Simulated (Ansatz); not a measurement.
## BPd3C (built on the sites of a database entry of AlPt3C): following an unstable mode

Aim: this structure of BPd3C (built on the sites of a database entry of AlPt3C) is to be tested for unstable modes, and one is followed downhill.

Calculated with Ansatz 0.2.0; DFT PBEsol, scalar-relativistic, plane waves, PAW.

This is a report of a sequence of runs, with most program output left out.

The structure was built from a prototype and need not be the compound's stable phase.

## 1. The structure

It takes space group Pm-3m (No. 221, cubic). The conventional cell has a = 4.004 Å, b = 4.004 Å, c = 4.004 Å, α = 90.00°, β = 90.00°, γ = 90.00°. B has 12 Pd at 2.83 Å nearest. Pd has 2 C at 2.00 Å and 8 Pd at 2.83 Å and 4 B at 2.83 Å nearest. Nearest to C lie 6 Pd at 2.00 Å. Farther neighbours are not listed.

## 2. Response at finite wavevector

The cell comes from relaxations at this level that are not shown. Stability and thermal properties need the whole zone. Linear response on a 2×2×2 q mesh gives force constants as far as a supercell of that size would.

File input.yaml:

```yaml
crystal:
  lattice:
    - [4.0038716247, 0.0, 0.0]
    - [0.0, 4.0038716247, 0.0]
    - [0.0, 0.0, 4.0038716247]
  atoms:
    - { symbol: B, position: [0.0, 0.0, 0.0] }
    - { symbol: Pd, position: [0.0, 0.5, 0.5] }
    - { symbol: Pd, position: [0.5, 0.0, 0.5] }
    - { symbol: Pd, position: [0.5, 0.5, 0.0] }
    - { symbol: C, position: [0.5, 0.5, 0.5] }
kpoints:
  mp_grid: { grid: [8, 8, 8] }
hamiltonian:
  xc: pbesol
scf:
  occupations: { method: methfessel_paxton, width: 0.15 }
output:
  eigenvalues: true
phonons:
  method: dfpt
  qmesh: [2, 2, 2]
  temperatures: { t_max: 1000, t_step: 50 }
  qpath:
    path:
      - [[0.0, 0.0, 0.0], [0.0, 0.5, 0.0], [0.5, 0.5, 0.0], [0.0, 0.0, 0.0], [0.5, 0.5, 0.5], [0.0, 0.5, 0.0]]
      - [[0.5, 0.5, 0.5], [0.5, 0.5, 0.0]]
    npoints: 10
```

The run is started by

```bash
> ansatz run input.yaml --threads 8 --pin off --max-ram 14336MiB --backend cpu --events-out ev --progress --plain --runs-dir out
```

Wall time 91 s (8 threads of Arm Neoverse V2, shared host); peak memory 1.1 GiB.

Numbers from this step:

```yaml
volume_per_atom: 12.84 Å³
gap_on_the_k_mesh: 0 eV
sum_rule_residual_before_enforcement: 6.26e-5 eV/Å²
lowest_frequency_on_the_path: -294.9 cm⁻¹
point_group: m-3m
highest_frequency_on_the_path_or_at_a_solved_wavevector: 712.0 cm⁻¹
highest_optical_mode_at_the_zone_centre_no_lo_to_term: 453.4 cm⁻¹
lowest_optical_zone_centre_mode: -294.9 cm⁻¹
lowest_mode_on_the_q_mesh_acoustic_modes_at_gamma_apart: -294.9 cm⁻¹
```

Frequencies (cm⁻¹) solved at each irreducible wavevector; negative means imaginary. Frequencies by wavevector, by row:

```tsv
q in reciprocal lattice units	star	mode 1	mode 2	mode 3	mode 4	mode 13	mode 14	mode 15
0 0 0	1	-294.9	-294.9	-294.9	-98.1	453.4	453.4	453.4
0 0 -0.5	3	-280.5	-280.5	-161.1	-127	458.9	458.9	688.3
0 -0.5 -0.5	3	-272.5	-237.6	-237.6	-135.1	466.3	704.4	704.4
-0.5 -0.5 -0.5	1	-252.9	-252.9	-252.9	-119.2	712	712	712
```

Interpolated from a 2×2×2 q mesh, rough between the solved points. Phonon branches along the path, in cm⁻¹:

```tsv
point	branch 1	branch 2	branch 3	branch 4	branch 12	branch 13	branch 14	branch 15
Γ	-295	-295	-295	-98	57	453	453	453
halfway	-287	-287	-240	-113	190	456	456	572
X	-280	-280	-161	-127	220	459	459	688
halfway	-277	-260	-210	-130	237	462	588	696
M	-272	-238	-238	-135	258	466	704	704
halfway	-282	-261	-240	-119	211	459	579	581
Γ	-295	-295	-295	-98	57	453	453	453
halfway	-261	-261	-246	-121	236	586	586	587
R	-253	-253	-253	-119	306	712	712	712
halfway	-262	-261	-230	-128	260	591	594	702
X	-280	-280	-161	-127	220	459	459	688
jump to R	-253	-253	-253	-119	306	712	712	712
halfway	-263	-245	-245	-127	282	597	708	708
M	-272	-238	-238	-135	258	466	704	704
```

Symmetry leaves 4 wavevectors to solve. The lowest mode among them, the acoustic zeros apart, lies at Γ and is imaginary, 294.9i cm⁻¹, so the energy falls along it.

## 3. The mode frozen in, largest atomic shift 0 Å

The mode followed lies at Γ with frequency 294.9i cm⁻¹ and is 3-fold degenerate, the softest among the wavevectors solved. At small amplitude the distorted cell has space group no. 38 by a symmetry search on the positions. The undistorted cell that holds it gives the zero of energy on the same k mesh.

input.yaml, the sections that differ from step 2:

```yaml
output:
  forces: true
  stress: true
  eigenvalues: true
# crystal, kpoints, hamiltonian, scf: as in step 2
# phonons: removed
```

It took 0.71 s on 8 threads; peak memory 0.44 GiB; 4.2 s of CPU time.

Numbers from this step:

- pressure: 0.002516 GPa
- energy from the undistorted cell: 0 meV/atom

The run ends at a pressure of 0.00 GPa.

## 4. The mode frozen in, largest atomic shift 0.6 Å

The atoms are moved along the unstable eigenvector, the largest shift by 0.6 Å, with the cell fixed.

input.yaml, the sections that differ from step 3:

```yaml
crystal:
  lattice:
    - [4.0038716247, 0.0, 0.0]
    - [0.0, 4.0038716247, 0.0]
    - [0.0, 0.0, 4.0038716247]
  atoms:
    - { symbol: B, position: [0.0, -0.1059634545, -0.1059634545] }
    - { symbol: Pd, position: [0.0, 0.5085971852, 0.5085971852] }
    - { symbol: Pd, position: [0.5, -0.0040920829, 0.5085971852] }
    - { symbol: Pd, position: [0.5, 0.5085971852, -0.0040920829] }
    - { symbol: C, position: [0.5, 0.4792789529, 0.4792789529] }
# kpoints, hamiltonian, scf, output: as in step 3
```

It took 2.4 s on 8 threads; peak memory 0.49 GiB; 17 s of CPU time.

Numbers from this step:

```
pressure                         : 4.076 GPa
energy from the undistorted cell : -117.1 meV/atom
```

The energy, extrapolated to zero smearing, is -117.09 meV/atom against the undistorted cell.

The run ends at a pressure of 4.08 GPa, with forces up to 1.2 eV/Å.

## 5. Energy along the mode, all amplitudes (two of the runs are shown above)

An imaginary frequency means negative curvature, so the energy should fall and then rise again as anharmonic terms take over.

Numbers from this step:

```yaml
depth_at_the_lowest_point_sampled: 117.1 meV/atom
largest_atomic_shift_at_that_point: 0.6 Å
```

Table of energy from the parent by largest atomic shift:

```tsv
largest atomic shift (Å)	energy from the parent (meV/atom)
0.000	0
0.040	-0.658
0.080	-2.63
0.140	-7.99
0.220	-19.4
0.320	-39.9
0.450	-74.3
0.600	-117
```

Displacement at unit largest shift by atom:

```tsv
atom	x (Å)	y (Å)	z (Å)	size
B1	0.000	-0.707	-0.707	1.000
Pd2	0.000	0.057	0.057	0.081
Pd3	0.000	-0.027	0.057	0.063
Pd4	0.000	0.057	-0.027	0.063
C5	0.000	-0.138	-0.138	0.195
```

The lowest of the steps tried is the last one, at 0.6 Å, 117 meV/atom below the parent; the bottom of the well need not coincide with a step.

## 6. Relaxing from the distorted cell

Starting from the lowest point found, all atoms and the cell are let go, so that strain and other modes of the same symmetry can join in.

input.yaml, as its differences from that of step 4:

```diff
@@ -21 +21,6 @@
   eigenvalues: true
+relax:
+  adjacent_minimum: "off"
+  f_tol: 0.002
+  max_steps: 120
+  cell: { stress_tol: 0.03 }
```

The job ended after 62 s (8 threads; peak memory 0.56 GiB; 7.8 min of CPU time).

Step by step:

```tsv
step	energy less that of the first step (eV)	largest force component (eV/Å)	pressure (GPa)	volume (Å³)
1	0.0000	0.9937	4.08	64.19
2	-0.4000	0.6764	0.07	66.44
3	-0.5461	0.7582	4.98	66.84
4	-0.6326	0.1408	-1.77	69.07
5	-0.6570	0.1268	-0.58	68.91
6	-0.6652	0.0233	-0.08	68.92
7	-0.6803	0.0765	0.71	69.04
8	-0.7299	0.3762	-0.58	69.52
9	-0.8346	0.7013	-3.15	69.32
10	-1.0789	0.8082	-5.06	68.30
11	-1.3513	0.8364	-8.62	67.41
12	-1.7212	0.2020	-3.13	64.69
13	-1.7685	0.2614	-0.12	64.89
14	-1.7829	0.1541	0.77	64.97
15	-1.7850	0.0164	0.07	65.08
16	-1.7850	0.0036	-0.03	65.14
17	-1.7850	0.0015	0.01	65.14
18*	-1.8681	0.0134	1.95	65.14
19	-1.8809	0.0350	0.25	65.91
20	-1.8810	0.0111	-0.15	66.22
21	-1.8812	0.0011	0.01	66.13
22*	-1.8824	0.0010	0.00	66.13
```

Relaxation steps marked * repeat the geometry before them on a plane-wave basis chosen anew for their cell, so energy and pressure can jump there.

Forces are held to the 4 operations that the run works with; a distortion that breaks them can't arise in this run.

```tsv
cell as run	before	after	change
a (Å)	4.004	3.184	-20.5 %
b (Å)	4.004	4.566	+14.0 %
c (Å)	4.004	4.566	+14.0 %
α (°)	90.00	94.89	+5.4 %
volume (Å³/atom)	12.84	13.23	+3.0 %
```

The atoms that moved most (Å, as changes of fractional coordinates times the final cell):

```tsv
atom	dx	dy	dz	length
C5	0.000	-0.662	-0.662	0.937
Pd3	0.000	0.177	0.572	0.599
Pd4	0.000	0.572	0.177	0.599
B1	0.000	-0.133	-0.133	0.188
Pd2	0.000	0.046	0.046	0.065
```

Final coordinates:

```cif
data_structure
_symmetry_space_group_name_H-M 'P 1'
_symmetry_Int_Tables_number 1
_cell_length_a 3.1839
_cell_length_b 4.5656
_cell_length_c 4.5656
_cell_angle_alpha 94.890
_cell_angle_beta 90.000
_cell_angle_gamma 90.000
_cell_volume 66.13
loop_
_atom_site_label
_atom_site_type_symbol
_atom_site_fract_x
_atom_site_fract_y
_atom_site_fract_z
_atom_site_occupancy
B1 B 0.00000 0.86353 0.86353 1
Pd2 Pd 0.00000 0.51918 0.51918 1
Pd3 Pd 0.50000 0.04015 0.63596 1
Pd4 Pd 0.50000 0.63596 0.04015 1
C5 C 0.50000 0.32758 0.32758 1
```

This step gave:

```yaml
pressure: -0.001056 GPa
volume_per_atom: 13.23 Å³
```

The distorted start has space group Amm2; the relaxation ends in Amm2.

## 7. The new phase in its own primitive cell

The relaxed structure is symmetrised, reduced to its primitive cell and relaxed tightly, as its phonons need.

File input.yaml:

```yaml
crystal:
  lattice:
    - [3.183943547, 0.0, 0.0]
    - [0.0, 3.3631046586, 3.0876882906]
    - [0.0, -3.3631046586, 3.0876882906]
  atoms:
    - { symbol: B, position: [0.0, 0.8635339809, 0.8635339809] }
    - { symbol: Pd, position: [0.0, 0.51918493, 0.51918493] }
    - { symbol: Pd, position: [0.5, 0.0401529792, 0.6359636094] }
    - { symbol: Pd, position: [0.5, 0.6359636094, 0.0401529792] }
    - { symbol: C, position: [0.5, 0.3275822863, 0.3275822863] }
kpoints:
  mp_grid: { grid: [10, 8, 8] }
hamiltonian:
  xc: pbesol
scf:
  occupations: { method: methfessel_paxton, width: 0.15 }
output:
  forces: true
  stress: true
  eigenvalues: true
relax:
  adjacent_minimum: "off"
  f_tol: 0.001
  max_steps: 60
  cell: { stress_tol: 0.01 }
```

The job ended after 25 s (8 threads; peak memory 0.59 GiB).

Little changed from the start: no atom moved by 0.005 Å and no cell edge by 0.1 %.

This step gave:

```
pressure : 8.62e-6 GPa
```

The largest force component left is 0.070 meV/Å and the pressure is 0.000 GPa, within the tolerances set. The cell now holds 13.23 Å³/atom.

## 8. Modes of the new phase, k-mesh 10×8×8

A relaxed structure may still be a saddle point, so its zone-centre modes are computed. No field response is asked, since the mesh shows no gap.

File input.yaml:

```yaml
crystal:
  lattice:
    - [3.1836226929, 0.0, 0.0]
    - [0.0, 3.3621552159, 3.0906061172]
    - [0.0, -3.3621552159, 3.0906061172]
  atoms:
    - { symbol: B, position: [0.0, 0.8635253152, 0.8635253152] }
    - { symbol: Pd, position: [0.0, 0.5192738646, 0.5192738646] }
    - { symbol: Pd, position: [0.5, 0.0399833978, 0.6356623957] }
    - { symbol: Pd, position: [0.5, 0.6356623957, 0.0399833978] }
    - { symbol: C, position: [0.5, 0.3279728125, 0.3279728125] }
kpoints:
  mp_grid: { grid: [10, 8, 8] }
hamiltonian:
  xc: pbesol
scf:
  occupations: { method: methfessel_paxton, width: 0.15 }
output:
  eigenvalues: true
phonons:
  method: dfpt
```

Wall time 72 s (8 threads); peak memory 1.6 GiB.

This step gave:

```
sum-rule residual before enforcement                    : 1.12e-4 eV/Å²
point group                                             : mm2
highest optical mode at the zone centre (no LO-TO term) : 634.5 cm⁻¹
lowest optical zone-centre mode                         : 58.68 cm⁻¹
```

Patterns of degenerate modes are one choice out of their space. The modes at Γ (shares of kinetic energy by element, %):

```tsv
mode	frequency (cm⁻¹)	symmetry	B %	Pd %	C %
1	0.0	acoustic	3	93	4
2	0.0	acoustic	3	93	4
3	0.0	acoustic	3	93	4
4	58.7	B2	1	99	0
5	151.8	A1	1	93	5
6	162.6	A2	0	100	0
7	169.0	B1	2	90	8
8	175.2	B2	2	96	2
9	259.2	A1	2	96	2
10	428.1	A1	75	13	11
11	473.7	B2	77	10	13
12	484.4	A1	18	4	78
13	510.2	B1	6	11	83
14	567.4	B1	89	5	6
15	634.5	B2	17	1	82
```

Displacements in mode 4 (58.7 cm⁻¹), the largest set to 1:
```
B1   0.00  0.42  0.00
Pd2  0.00 -0.70  0.00
Pd3  0.00  0.31 -1.00
Pd4  0.00  0.31  1.00
C5   0.00  0.26  0.00
```

Displacements in mode 8 (175.2 cm⁻¹), the largest set to 1:
```
B1   0.00 -0.62  0.00
Pd2  0.00  1.00  0.00
Pd3  0.00 -0.44 -0.51
Pd4  0.00 -0.44  0.51
C5   0.00 -0.53  0.00
```

Before it was imposed, the acoustic sum rule was missed by 1.1e-4 eV/Å². Small misses are needed for a sound result but don't prove that mesh and cutoff are converged. The lowest optical mode is real, 58.7 cm⁻¹.

## 9. Results

```
unstable mode of the parent                                                      : q = (0, 0, 0), 295i cm⁻¹
depth at the lowest point sampled                                                : 117 meV/atom
largest atomic shift at that point                                               : 0.6 Å
space group reached (within 0.01 Å)                                              : Amm2
energy gained over the parent (first relaxation, on the mesh of the frozen mode) : 494 meV/atom
volume per atom, phase reached                                                   : 13.2 Å³
lowest optical zone-centre mode, phase reached                                   : 58.7 cm⁻¹
highest optical mode at the zone centre (no LO-TO term), phase reached           : 634 cm⁻¹
```

Along this mode the structure falls into Amm2, 494 meV/atom below the parent. At the parent's cell the well is 117.1 meV/atom deep on the steps tried, with its lowest point at a shift of 0.6 Å. That is the last step tried, so the steps alone don't bracket the bottom of the well. Relaxing atoms and cell changes the gain by +376.56 meV/atom against the lowest step (energies at zero smearing). Most of the total comes from this relaxation. The new phase has no imaginary mode at the zone centre of its cell; other wavevectors were not checked. Of the 6 patterns followed to their end from this parent, this one reaches the lowest energy. Each path keeps the symmetry of its pattern, so a lower phase may lie along a pattern not tried. The q mesh stands for a supercell only 8.0 Å across, so branches between the solved wavevectors are rough. With no gap, or one that is small against the smearing, the frequencies hang on the k mesh and the smearing, most of all near Kohn anomalies. The phonon runs are without spin polarisation, although the cell has an odd electron count. A phonon run warned that its eigensolver left some bands unconverged in a pass. The starting cell was built on a prototype and not taken from a measurement, so the phase need not exist.

[Logs are printed without paths, hosts, clocks, repeated set-up lines and the standing remarks that a program may print on its own settings, such as how far it seeks lower states.]

[Hosts, paths, dates, database ids (printed as entryN), source tags and the programs' standing remarks are cut or masked in the printed files.]
